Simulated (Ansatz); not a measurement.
# ZrSe3 (P2_1/m): the r2SCAN gap against the k mesh of the density

How far can the k mesh of the density be lowered for the gap of ZrSe3 (P2_1/m)?

Main program and level: Ansatz 0.2.0; DFT, r2SCAN, plane waves, PAW.

This is a report of a sequence of runs, with the program logs left out and the cost of each run kept.

## Step 1: The structure

Symmetry: P2_1/m, No. 11, monoclinic system. The conventional cell has a = 5.411 Å, b = 3.749 Å, c = 9.444 Å, α = 90.00°, β = 97.48°, γ = 90.00°. Nearest to Zr lie 8 Se at 2.72 to 2.87 Å. Se has 4 Zr at 2.72 to 2.87 Å nearest. Nearest to Se lie 1 Se at 2.34 Å and 2 Zr at 2.73 Å. Nearest to Se lie 1 Se at 2.34 Å and 2 Zr at 2.74 Å. Farther neighbours, and contacts between anions beyond the nearest, are not listed.

Coordinates:

```cif
data_structure
_symmetry_space_group_name_H-M 'P 1'
_symmetry_Int_Tables_number 1
_cell_length_a 5.4109
_cell_length_b 3.7488
_cell_length_c 9.4440
_cell_angle_alpha 90.000
_cell_angle_beta 97.480
_cell_angle_gamma 90.000
_cell_volume 189.94
loop_
_atom_site_label
_atom_site_type_symbol
_atom_site_fract_x
_atom_site_fract_y
_atom_site_fract_z
_atom_site_occupancy
Zr1 Zr 0.28500 0.25000 0.65600 1
Zr2 Zr 0.71500 0.75000 0.34400 1
Se3 Se 0.76200 0.25000 0.55400 1
Se4 Se 0.23800 0.75000 0.44600 1
Se5 Se 0.45600 0.25000 0.17400 1
Se6 Se 0.54400 0.75000 0.82600 1
Se7 Se 0.88800 0.25000 0.16900 1
Se8 Se 0.11200 0.75000 0.83100 1
```

The cell and positions come from the Crystallography Open Database and are kept as given unless a step says otherwise. The default PAW set here is soft_2. Its files were made with PBE.

## Step 2: k mesh of the density: 2×2×2

input.yaml

```yaml
crystal:
  lattice:
    - [5.4109, 0.0, 0.0]
    - [0.0, 3.7488, 0.0]
    - [-1.2294209091, 0.0, 9.3636349901]
  atoms:
    - { symbol: Zr, position: [0.285, 0.25, 0.656] }
    - { symbol: Zr, position: [0.715, 0.75, 0.344] }
    - { symbol: Se, position: [0.762, 0.25, 0.554] }
    - { symbol: Se, position: [0.238, 0.75, 0.446] }
    - { symbol: Se, position: [0.456, 0.25, 0.174] }
    - { symbol: Se, position: [0.544, 0.75, 0.826] }
    - { symbol: Se, position: [0.888, 0.25, 0.169] }
    - { symbol: Se, position: [0.112, 0.75, 0.831] }
kpoints:
  mp_grid: { grid: [2, 2, 2] }
  band_path:
    path:
      - [0.0, 0.0, 0.0]
      - [0.0, 0.5, 0.0]
      - [0.0, 0.5, 0.5]
      - [0.0, 0.0, 0.5]
      - [-0.5, 0.0, 0.5]
      - [-0.5, 0.5, 0.5]
      - [-0.5, 0.5, 0.0]
      - [-0.5, 0.0, 0.0]
      - [-0.1, 0.0, 0.0]
    npoints: 1
hamiltonian:
  xc: r2scan
scf:
  occupations: { method: fixed }
  n_extra_bands: 6
output:
  eigenvalues: true
  forces: true
  stress: true
```

On the command line:

```sh
$ ansatz run input.yaml --threads 3 --pin off --max-ram 92160MiB --backend cuda --events-out ev --progress --plain --runs-dir out --devices 1 --max-vram 13GiB
```

The job ended after 7.9 s (1 × NVIDIA H100 80GB HBM3 (shared by 6 runs) with 3 threads of AMD EPYC 7R13 (Zen 3), shared host; peak memory 1.2 GiB).

Read from the output:

| Item | Value |
| --- | --- |
| pressure | 3.971 GPa |
| gap | 0.6594 eV |
| valence top at | k = (-0.100, 0.000, 0.000) |
| conduction bottom at | Y_2 |
| least direct gap | 0.9489 eV |

The gap is indirect, with the least direct gap 0.29 eV higher.

## Step 3: k mesh of the density: 2×4×2

input.yaml, as its differences from that of step 2:

```diff
@@ -15,3 +15,3 @@
 kpoints:
-  mp_grid: { grid: [2, 2, 2] }
+  mp_grid: { grid: [2, 4, 2] }
   band_path:
```

It took 11 s on 1 × NVIDIA H100 80GB HBM3 (shared by 6 runs) with 3 threads; peak memory 1.2 GiB; 10 s of CPU time.

This step gave:

```
pressure             : 2.969 GPa
gap                  : 0.6665 eV
valence top at       : k = (-0.100, 0.000, 0.000)
conduction bottom at : Y_2
least direct gap     : 0.9413 eV
```

The gap is 0.667 eV, +0.007 eV from the run before at this level.

## Step 4: k mesh of the density: 4×6×4 (the default)

input.yaml, the sections that differ from step 3:

```yaml
kpoints:
  mp_grid: { grid: [4, 6, 4] }
  band_path:
    path:
      - [0.0, 0.0, 0.0]
      - [0.0, 0.5, 0.0]
      - [0.0, 0.5, 0.5]
      - [0.0, 0.0, 0.5]
      - [0.0, 0.0, 0.0]
      - [-0.5, 0.0, 0.5]
      - [-0.5, 0.5, 0.5]
      - [0.0, 0.5, 0.0]
      - [-0.5, 0.5, 0.0]
      - [-0.5, 0.0, 0.0]
      - [0.0, 0.0, 0.0]
    npoints: 10
scf:
  occupations: { method: fermi_dirac, width: 0.02 }
  n_extra_bands: 6
output:
  eigenvalues: true
  forces: true
  stress: true
  write_density: true
  write_potential: true
  elf: true
  volumetric_format: npy
# crystal, hamiltonian: as in step 3
```

Elapsed: 22 s, on 1 × NVIDIA H100 80GB HBM3 (shared by 6 runs) with 3 threads; peak memory 1.5 GiB.

This step gave:

```yaml
pressure: 2.375 GPa
gap: 0.6335 eV
valence_top_at: k = (-0.100, 0.000, 0.000)
conduction_bottom_at: Y_2
least_direct_gap: 0.9285 eV
```

The gap is 0.633 eV, −0.033 eV from the run before at this level.

## Step 5: k mesh of the density: 6×10×4

input.yaml, the sections that differ from step 4:

```yaml
kpoints:
  mp_grid: { grid: [6, 10, 4] }
  band_path:
    path:
      - [0.0, 0.0, 0.0]
      - [0.0, 0.5, 0.0]
      - [0.0, 0.5, 0.5]
      - [0.0, 0.0, 0.5]
      - [-0.5, 0.0, 0.5]
      - [-0.5, 0.5, 0.5]
      - [-0.5, 0.5, 0.0]
      - [-0.5, 0.0, 0.0]
      - [-0.1, 0.0, 0.0]
    npoints: 1
scf:
  occupations: { method: fixed }
  n_extra_bands: 6
output:
  eigenvalues: true
  forces: true
  stress: true
# crystal, hamiltonian: as in step 4
```

Elapsed: 25 s, on 1 × NVIDIA H100 80GB HBM3 (shared by 6 runs) with 3 threads; peak memory 1.3 GiB; 43 s of CPU time.

Numbers from this step:

* pressure: 2.329 GPa
* gap: 0.6317 eV
* valence top at: k = (-0.100, 0.000, 0.000)
* conduction bottom at: Y_2
* least direct gap: 0.9276 eV

The gap is 0.632 eV, −0.002 eV from the run before at this level.

## Step 6: The series

Differences are against the last row; a negative gap means that bands overlap, and a run with a band path holds that path's time. Times are wall times on 1 × NVIDIA H100 80GB HBM3 (shared by 6 runs) with 3 threads of AMD EPYC 7R13 (Zen 3), shared host, good to a factor of about two.

```
k mesh of the density  gap (eV)  direct gap (eV)  gap error (eV)  energy error (meV/atom)  irreducible k   time
                2×2×2     0.659            0.949          +0.028                   +152.7              8  7.9 s
                2×4×2     0.667            0.941          +0.035                    +54.8             12   11 s
                4×6×4     0.633            0.929          +0.002                     +2.4             40   22 s
               6×10×4     0.632            0.928          +0.000                     +0.0             84   25 s
```

## Step 7: What came out

```json
{"2×2×2": "0.659 eV", "2×4×2": "0.667 eV", "4×6×4": "0.633 eV", "6×10×4": "0.632 eV"}
```

The gap holds to 0.02 eV from 4×6×4 on. At 2×2×2 the gap is off by +0.028 eV and the energy by +153 meV/atom. The gap is read over the mesh and added points near the edges, so meshes differ mainly through the density and, for a hybrid, the exchange operator.

[Long decimals in the printed logs are rounded to 6 places.]

[Logs are printed without paths, hosts, clocks, repeated set-up lines and the standing remarks that a program may print on its own settings, such as how far it seeks lower states.]

[Paths, hosts, dates, memory and timing lines, banners, echoed tables and standing remarks are left out of the program output; an Ansatz launch command may be rebuilt from the run's recorded settings. Measured values are a selection of at most five: reports struck by readers or far from the other reports are left out. None is set beside runs whose start may be inverted or whose files or cutoffs have a known fault.]

[Runs of the session that timed out or met a known fault of the program may be left out.]

[Cells called generated may have been cut or substituted from an entry of the Crystallography Open Database or the Materials Project.]

[Hosts, paths, dates, database ids (printed as entryN), source tags and the programs' standing remarks are cut or masked in the printed files.]

[Where the starting crystal was built by hand or by swapping elements, it need not be the compound's stable phase.]
